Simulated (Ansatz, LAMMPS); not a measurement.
**Convergence of a linear-scaling basis for Mg2+ triflate in trimethyl phosphate and diglyme at 440 K (131 atoms)**

Wanted: errors and times of a linear-scaling basis for Mg2+ triflate in trimethyl phosphate and diglyme at 440 K (131 atoms). A setting counts as converged where the r.m.s. difference of forces stays under 1 % of the r.m.s. force.

Main program and level: Ansatz 0.2.0; Kohn-Sham DFT, PBE+D4, PAW (set soft_2), plane waves.

Most raw output is cut from this account.

**1. Set-up**

The cell holds 131 atoms: 26 C, 28 O, 64 H, 4 P, 2 S, 6 F and 1 Mg. Its edges and angles: a = 11.943 Å, b = 11.943 Å, c = 11.943 Å, α = 90.0°, β = 90.0°, γ = 90.0°. 4 trimethyl phosphate, 2 diglyme, 1 Mg2+, 2 triflate placed at random, at 1.12 g/cm³; overlaps pushed apart, then 10 ps at 550 K with divalent ions of Li, Roberts, Chakravorty and Merz (J. Chem. Theory Comput. 9, 2733 (2013)); MMFF94 bonds, angles, torsions, charges and radii (Halgren, J. Comput. Chem. 17, 490 (1996)) in harmonic and 12-6 forms; charges of ions scaled by 0.8. Snapshot after 30 ps at 440 K and fixed volume.

Before any run, some limits are plain. The network of contacts between molecules at the start is that of the classical potential that made the cell, and needn't be the one that DFT or experiment would give. The density was typed from a rule of thumb and may lie off the real one at this temperature. The Brillouin zone is sampled at Γ only, in a cell whose shortest periodic width is 12 Å.

**2. The classical run that made the cell**

A classical potential supplies the starting structure, since it reaches far longer times than DFT.

This step: classical MD, divalent ions of Li, Roberts, Chakravorty and Merz (J. Chem. Theory Comput. 9, 2733 (2013)); MMFF94 bonds, angles, torsions, charges and radii (Halgren, J. Comput. Chem. 17, 490 (1996)) in harmonic and 12-6 forms; charges of ions scaled by 0.8 (LAMMPS 22 Jul 2025 - Update 4).

in.lmp

```
# Mg2+ triflate in trimethyl phosphate and diglyme
units real
atom_style full
boundary p p p
bond_style harmonic
angle_style harmonic
dihedral_style opls
improper_style harmonic
special_bonds lj 0 0 0.5 coul 0 0 0.75
read_data data.lmp
neigh_modify delay 0 every 1 check yes one 4000
comm_modify cutoff 12.0
timestep 0.5
thermo_style custom step time temp pe press density
thermo_modify norm yes
# push overlapping molecules apart
pair_style soft 2.6
pair_coeff * * 0.0
variable a equal ramp(1,60)
fix ad all adapt 1 pair soft a * * v_a
velocity all create 550 82305 mom yes dist gaussian
fix lim all nve/limit 0.03
fix lan all langevin 550 550 50 82306 zero yes
thermo 1000
run 3000 post no
unfix ad
pair_style lj/cut/coul/long 9.0
pair_modify mix arithmetic tail yes
pair_coeff 1 1 0.0678 3.3680   # C
pair_coeff 2 2 0.0763 3.0430   # O
pair_coeff 3 3 0.0216 2.5400   # H
pair_coeff 4 4 0.2596 3.1940   # P
pair_coeff 5 5 0.0763 3.0960   # O
pair_coeff 6 6 0.2681 3.4180   # S
# [... 20 lines left out ...]
compute msd all msd com yes
thermo 7500
fix md all nvt temp 440 440 100
run 30000 post no
print "== T440: mean square displacement over the hold $(c_msd[4]:%.2f) A^2"
unfix md
uncompute msd
write_dump all custom T440.dump id type xs ys zs modify sort id
```

On the command line:

```
lmp -in in.lmp -log none -nocite
```

Wall time 22 s (1 thread of Intel Xeon Platinum 8375C at 2.90GHz (Ice Lake), shared host); peak memory 0.12 GiB.

The input also reads data.lmp (atoms, bonds and types; not printed here).

**3. Plane-wave single point**

The first run uses the default basis; a harder plane-wave run follows as the reference for the support functions.

input.yaml

```yaml
crystal:
  lattice:
    - [11.9432, 0.0, 0.0]
    - [0.0, 11.9432, 0.0]
    - [0.0, 0.0, 11.9432]
  atoms:
    - { symbol: C, position: [0.65308, 0.53313, 0.61947] }
    - { symbol: O, position: [0.55063, 0.46758, 0.6283] }
    - { symbol: C, position: [0.4635, 0.52176, 0.68138] }
    - { symbol: C, position: [0.43365, 0.63501, 0.62851] }
    - { symbol: O, position: [0.50839, 0.70099, 0.69482] }
    - { symbol: C, position: [0.48275, 0.81732, 0.65181] }
    - { symbol: C, position: [0.51566, 0.83665, 0.52854] }
    - { symbol: O, position: [0.42912, 0.79489, 0.45455] }
    - { symbol: C, position: [0.46329, 0.80402, 0.33721] }
    - { symbol: H, position: [0.72016, 0.47552, 0.59398] }
    - { symbol: H, position: [0.68412, 0.55921, 0.70826] }
    - { symbol: H, position: [0.64889, 0.59941, 0.55765] }
    - { symbol: H, position: [0.38648, 0.47282, 0.69171] }
    - { symbol: H, position: [0.49924, 0.53516, 0.76393] }
    - { symbol: H, position: [0.4735, 0.63196, 0.54631] }
    - { symbol: H, position: [0.35334, 0.66245, 0.62507] }
    - { symbol: H, position: [0.53169, 0.87216, 0.69578] }
    - { symbol: H, position: [0.39633, 0.83993, 0.67106] }
    - { symbol: H, position: [0.52928, 0.92928, 0.50937] }
    - { symbol: H, position: [0.59503, 0.80297, 0.5028] }
    - { symbol: H, position: [0.52554, 0.74383, 0.31224] }
    - { symbol: H, position: [0.49576, 0.88734, 0.33444] }
    - { symbol: H, position: [0.3884, 0.78867, 0.28876] }
    - { symbol: C, position: [0.69133, 0.74072, 0.02799] }
    - { symbol: O, position: [0.58799, 0.69931, 0.06655] }
    - { symbol: C, position: [0.52796, 0.64905, 0.97378] }
    - { symbol: C, position: [0.41305, 0.61997, 0.0118] }
    - { symbol: O, position: [0.34284, 0.57382, 0.92512] }
    - { symbol: C, position: [0.23592, 0.54446, 0.96655] }
    - { symbol: C, position: [0.16309, 0.50891, 0.87293] }
    - { symbol: O, position: [0.07012, 0.45256, 0.92011] }
    - { symbol: C, position: [0.98547, 0.43862, 0.82761] }
    [... 93 atom lines left out ...]
    - { symbol: O, position: [0.66047, 0.25773, 0.53277] }
    - { symbol: C, position: [0.79341, 0.09074, 0.47425] }
    - { symbol: F, position: [0.75577, 0.00325, 0.53313] }
    - { symbol: F, position: [0.9029, 0.06525, 0.44681] }
    - { symbol: F, position: [0.73558, 0.09851, 0.37258] }
    - { symbol: Mg, position: [0.51161, 0.31697, 0.56947] }
kpoints:
  mp_grid: { grid: [1, 1, 1] }
hamiltonian:
  xc: pbe
  dispersion: d4
scf:
  occupations: { method: fixed }
output:
  forces: true
  stress: true
  populations: true
  dos:
    method: { smearing: { sigma: 0.15 } }
    de: 0.1
    projected: { site_lists: { C: [C], F: [F], H: [H], Mg: [Mg], O: [O] } }
  eigenvalues: true
  write_density: true
  write_potential: true
  volumetric_format: npy
  elf: true
```

On the command line:

```
ansatz run input.yaml --threads 8 --pin off --max-ram 15872MiB --backend cpu --events-out ev --progress --plain --runs-dir out
```

The job ended after 11 s (8 threads of Intel Xeon Platinum 8375C at 2.90GHz (Ice Lake), shared host; peak memory 2.2 GiB).

The program notes that the exchange-correlation potential is rough where the density is thin.

The run gave:

```yaml
free_energy: -35028.7464 eV
free_energy_per_atom: -267.3950 eV/atom
scf_cycles: 11
pressure: 0.806 GPa
r_m_s_force_component: 1.111 eV/Å
longest_force: 6.26 eV/Å
fermi_energy: -0.8724 eV
spacing_of_highest_filled_and_lowest_empty_level: 4.363 eV
spilling_of_the_projection: 0.01579
```

The r.m.s. force component of 1.1 eV/Å sets the scale for the differences below.

**4. Plane waves at 750 eV (750 eV)**

The grid of the support functions holds more waves than the default cutoff, so they are judged against a harder plane-wave run.

input.yaml, the sections that differ from step 3:

```yaml
output:
  forces: true
  eigenvalues: true
basis:
  ecutwfc: "750 eV"
# crystal, kpoints, hamiltonian, scf: as in step 3
```

It took 13 s on 8 threads; peak memory 4.4 GiB.

Forces differ from the reference by 4.7 meV/Å r.m.s., 0.42 % of their size, within a tolerance of 1 %; the energy by -3.8 meV/atom.

**5. Support functions medium**

The cell is solved in localised support functions. Besides, the program derives a nominal cutoff of 631 eV for this run, against the reference's 750.

This step: Kohn-Sham DFT, PBE+D4, PAW (set soft_2), localised support functions (medium) (Ansatz 0.2.0).

input.yaml, the sections that differ from step 4:

```yaml
scf:
  occupations: { method: fixed }
  eigensolver: { kind: { support_functions: { accuracy: medium } } }
  max_iter: 150
# crystal, kpoints, hamiltonian, output: as in step 4
# basis: removed
```

Elapsed: 67 s, on 8 threads; peak memory 4.9 GiB.

The program notes that the band table was not solved further than the SCF left it and it switched symmetry off.

Keys that differ from the reference: basis.ecutwfc removed, support_functions.accuracy = "medium" and scf.max_iter = 150.

Forces differ from the reference by 0.70 meV/Å r.m.s., 0.063 % of their size, well within a tolerance of 1 %; the energy by -0.64 meV/atom. It took 5.3 times the reference's time (shared host, so rough).

**6. Support functions low**

With localised support functions most steps grow linearly with size, though the diagonalisation grows faster unless the density matrix is cut; this run measures error and cost at this size. Besides, the program derives a nominal cutoff of 420 eV for this run, against the reference's 750.

This step: Kohn-Sham DFT, PBE+D4, PAW (set soft_2), localised support functions (low) (Ansatz 0.2.0).

input.yaml, the sections that differ from step 5:

```yaml
scf:
  occupations: { method: fixed }
  eigensolver: { kind: { support_functions: { accuracy: low } } }
  max_iter: 150
# crystal, kpoints, hamiltonian, output: as in step 5
```

Wall time 60 s (8 threads); peak memory 4.5 GiB.

Keys that differ from the reference: basis.ecutwfc removed, support_functions.accuracy = "low" and scf.max_iter = 150.

Forces differ from the reference by 0.75 meV/Å r.m.s., 0.068 % of their size, well within a tolerance of 1 %; the energy by -0.63 meV/atom. It took 4.8 times the reference's time (shared host, so rough).

**7. Support functions high**

The cell is solved in localised support functions. Besides, the program derives a nominal cutoff of 795 eV for this run, against the reference's 750.

This step: Kohn-Sham DFT, PBE+D4, PAW (set soft_2), localised support functions (high) (Ansatz 0.2.0).

input.yaml, the sections that differ from step 6:

```yaml
scf:
  occupations: { method: fixed }
  eigensolver: { kind: { support_functions: { accuracy: high } } }
  max_iter: 150
# crystal, kpoints, hamiltonian, output: as in step 6
```

It took 5.3 min on 8 threads; peak memory 13 GiB; 41 min of CPU time.

Keys that differ from the reference: basis.ecutwfc removed, support_functions.accuracy = "high" and scf.max_iter = 150.

Forces differ from the reference by 0.42 meV/Å r.m.s., 0.038 % of their size, well within a tolerance of 1 %; the energy by -0.70 meV/atom. It took 25 times the reference's time (shared host, so rough).

**8. Support functions medium, radius 3.48 Å**

The radius confines each support function; a larger one gives more freedom and more work per atom. Besides, the program derives a nominal cutoff of 631 eV for this run, against the reference's 750.

This step: Kohn-Sham DFT, PBE+D4, PAW (set soft_2), localised support functions (medium) (Ansatz 0.2.0).

input.yaml, the sections that differ from step 7:

```yaml
scf:
  occupations: { method: fixed }
  eigensolver: { kind: { support_functions: { accuracy: medium, radius: 3.48 } } }
  max_iter: 150
# crystal, kpoints, hamiltonian, output: as in step 7
```

Elapsed: 65 s, on 8 threads; peak memory 4.8 GiB; 8 min of CPU time.

Keys that differ from the reference: basis.ecutwfc removed, support_functions.accuracy = "medium", support_functions.radius = 3.48 and scf.max_iter = 150.

Forces differ from the reference by 0.76 meV/Å r.m.s., 0.068 % of their size, well within a tolerance of 1 %; the energy by -0.64 meV/atom. It took 5.1 times the reference's time (shared host, so rough).

**9. Support functions medium, radius 3.76 Å**

input.yaml, the sections that differ from step 8:

```yaml
scf:
  occupations: { method: fixed }
  eigensolver: { kind: { support_functions: { accuracy: medium, radius: 3.76 } } }
  max_iter: 150
# crystal, kpoints, hamiltonian, output: as in step 8
```

Run time: 72 s. Hardware: 8 threads; peak memory 5.2 GiB.

Keys that differ from the reference: basis.ecutwfc removed, support_functions.accuracy = "medium", support_functions.radius = 3.76 and scf.max_iter = 150.

Forces differ from the reference by 0.59 meV/Å r.m.s., 0.053 % of their size, well within a tolerance of 1 %; the energy by -0.64 meV/atom. It took 5.7 times the reference's time (shared host, so rough).

**10. Support functions medium, radius 4.01 Å**

input.yaml, the sections that differ from step 9:

```yaml
scf:
  occupations: { method: fixed }
  eigensolver: { kind: { support_functions: { accuracy: medium, radius: 4.01 } } }
  max_iter: 150
# crystal, kpoints, hamiltonian, output: as in step 9
```

It took 96 s on 8 threads; peak memory 5.6 GiB; 12 min of CPU time.

Keys that differ from the reference: basis.ecutwfc removed, support_functions.accuracy = "medium", support_functions.radius = 4.01 and scf.max_iter = 150.

Forces differ from the reference by 0.46 meV/Å r.m.s., 0.042 % of their size, well within a tolerance of 1 %; the energy by -0.64 meV/atom. It took 7.6 times the reference's time (shared host, so rough).

**11. Support functions medium, radius 4.3 Å**

input.yaml, the sections that differ from step 10:

```yaml
scf:
  occupations: { method: fixed }
  eigensolver: { kind: { support_functions: { accuracy: medium, radius: 4.3 } } }
  max_iter: 150
# crystal, kpoints, hamiltonian, output: as in step 10
```

Run time: 1.9 min. Hardware: 8 threads; peak memory 6.2 GiB.

Keys that differ from the reference: basis.ecutwfc removed, support_functions.accuracy = "medium", support_functions.radius = 4.3 and scf.max_iter = 150.

Forces differ from the reference by 0.42 meV/Å r.m.s., 0.038 % of their size, well within a tolerance of 1 %; the energy by -0.64 meV/atom. It took 8.9 times the reference's time (shared host, so rough).

**12. Support functions medium, radius 4.84 Å**

input.yaml, the sections that differ from step 11:

```yaml
scf:
  occupations: { method: fixed }
  eigensolver: { kind: { support_functions: { accuracy: medium, radius: 4.84 } } }
  max_iter: 150
# crystal, kpoints, hamiltonian, output: as in step 11
```

It took 2.6 min on 8 threads; peak memory 7.6 GiB; 20 min of CPU time.

Keys that differ from the reference: basis.ecutwfc removed, support_functions.accuracy = "medium", support_functions.radius = 4.84 and scf.max_iter = 150.

Forces differ from the reference by 0.42 meV/Å r.m.s., 0.038 % of their size, well within a tolerance of 1 %; the energy by -0.64 meV/atom. It took 12 times the reference's time (shared host, so rough).

**13. Support functions medium, radius 5.37 Å**

input.yaml, the sections that differ from step 12:

```yaml
scf:
  occupations: { method: fixed }
  eigensolver: { kind: { support_functions: { accuracy: medium, radius: 5.37 } } }
  max_iter: 150
# crystal, kpoints, hamiltonian, output: as in step 12
```

Elapsed: 3.7 min, on 8 threads; peak memory 9.4 GiB; 28 min of CPU time.

Keys that differ from the reference: basis.ecutwfc removed, support_functions.accuracy = "medium", support_functions.radius = 5.37 and scf.max_iter = 150.

Forces differ from the reference by 0.41 meV/Å r.m.s., 0.036 % of their size, well within a tolerance of 1 %; the energy by -0.64 meV/atom. It took 17 times the reference's time (shared host, so rough).

**14. Support functions medium, radius 3.05 Å**

The radius confines each support function; a larger one gives more freedom and more work per atom.

input.yaml, the sections that differ from step 13:

```yaml
scf:
  occupations: { method: fixed }
  eigensolver: { kind: { support_functions: { accuracy: medium, radius: 3.05 } } }
  max_iter: 150
# crystal, kpoints, hamiltonian, output: as in step 13
```

Run time: 4.9 s. Hardware: 8 threads; peak memory 0.66 GiB.

The program refuses radii under 3.41 Å for these atoms at this level.

**15. Another try, on a changed input**

A doubtful change is made on purpose, to see how the program answers.

This step: Kohn-Sham DFT, PBE+D4, PAW (set soft_2), plane waves (Ansatz 0.2.0).

input.yaml, the sections that differ from step 14:

```yaml
scf:
  occupations: { method: methfessel_paxton, width: 2.0 }
  max_iter: 60
output:
  forces: true
# crystal, kpoints, hamiltonian: as in step 14
```

Run time: 21 s. Hardware: 8 threads; peak memory 2.6 GiB.

The SCF closed, but on a changed input, so its numbers are not taken as the system's.

The fault in the input: a smearing of electronvolts (scf.occupations.method = "methfessel_paxton" and scf.occupations.width = 2.0). The fix is to set scf.occupations.method back to "fixed" and take out scf.occupations.width.

Against the plane-wave single point:

```
r.m.s. difference of force components : 105.5 meV/Å
longest difference of force vectors   : 869.6 meV/Å
force difference over r.m.s. force    : 9.499 %
gap difference                        : -0.2221 eV
```

**16. All settings compared**

Differences are against the plane-wave reference (Kohn-Sham DFT, PBE+D4, PAW (set soft_2), plane waves), whose r.m.s. force component is 1.11 eV/Å. Energies are set beside the reference only for runs with its functional, potentials and electron count. Times are for 8 threads of Intel Xeon Platinum 8375C at 2.90GHz (Ice Lake), shared host. The reference's time includes the DOS, ELF, the stress and grids, which some other runs skip.

```tsv
run	Δ force, r.m.s. (meV/Å)	share of r.m.s. force (%)	Δ energy (meV/atom)	Δ gap (eV)	cycles	time	host memory (GiB)
reference	-	-	-	-	11	11 s	2.2
plane waves at 750 eV (750 eV)	4.67	0.421	-3.81	7.0e-4	11	13 s	4.4
```

**17. The ladder side by side**

Differences are against the run with plane waves at 750 eV (Kohn-Sham DFT, PBE+D4, PAW (set soft_2), plane waves), whose r.m.s. force component is 1.11 eV/Å. Energies are set beside the reference only for runs with its functional, potentials and electron count. Times are for 8 threads of Intel Xeon Platinum 8375C at 2.90GHz (Ice Lake), shared host.

```tsv
run	Δ force, r.m.s. (meV/Å)	share of r.m.s. force (%)	Δ energy (meV/atom)	Δ gap (eV)	cycles	time	host memory (GiB)
reference	-	-	-	-	11	13 s	4.4
support functions medium	0.701	0.0631	-0.636	-4.0e-4	17	67 s	4.9
support functions low	0.754	0.0679	-0.635	0.001	15	60 s	4.5
support functions high	0.422	0.038	-0.700	0	23	5.3 min	13
support functions medium, radius 3.48 Å	0.757	0.0682	-0.636	-1.0e-4	17	65 s	4.8
support functions medium, radius 3.76 Å	0.589	0.053	-0.636	5.0e-4	17	72 s	5.2
support functions medium, radius 4.01 Å	0.464	0.0418	-0.636	1.0e-4	18	96 s	5.6
support functions medium, radius 4.3 Å	0.425	0.0383	-0.636	2.0e-4	18	1.9 min	6.2
support functions medium, radius 4.84 Å	0.42	0.0379	-0.636	4.0e-4	17	2.6 min	7.6
support functions medium, radius 5.37 Å	0.405	0.0365	-0.636	6.0e-4	17	3.7 min	9.4
```

(Continued in part 2 of 2.)

[Logs are printed without paths, hosts, clocks, repeated set-up lines and the standing remarks that a program may print on its own settings, such as how far it seeks lower states.]

[Hosts, paths, dates, database ids (printed as entryN), source tags and the programs' standing remarks are cut or masked in the printed files.]

[The MMFF94 radii named for the starting cell were scaled by 0.96; in molecules described by MMFF94, hydrogen bound to N, O or S took a small fixed 12-6 site in their place.]
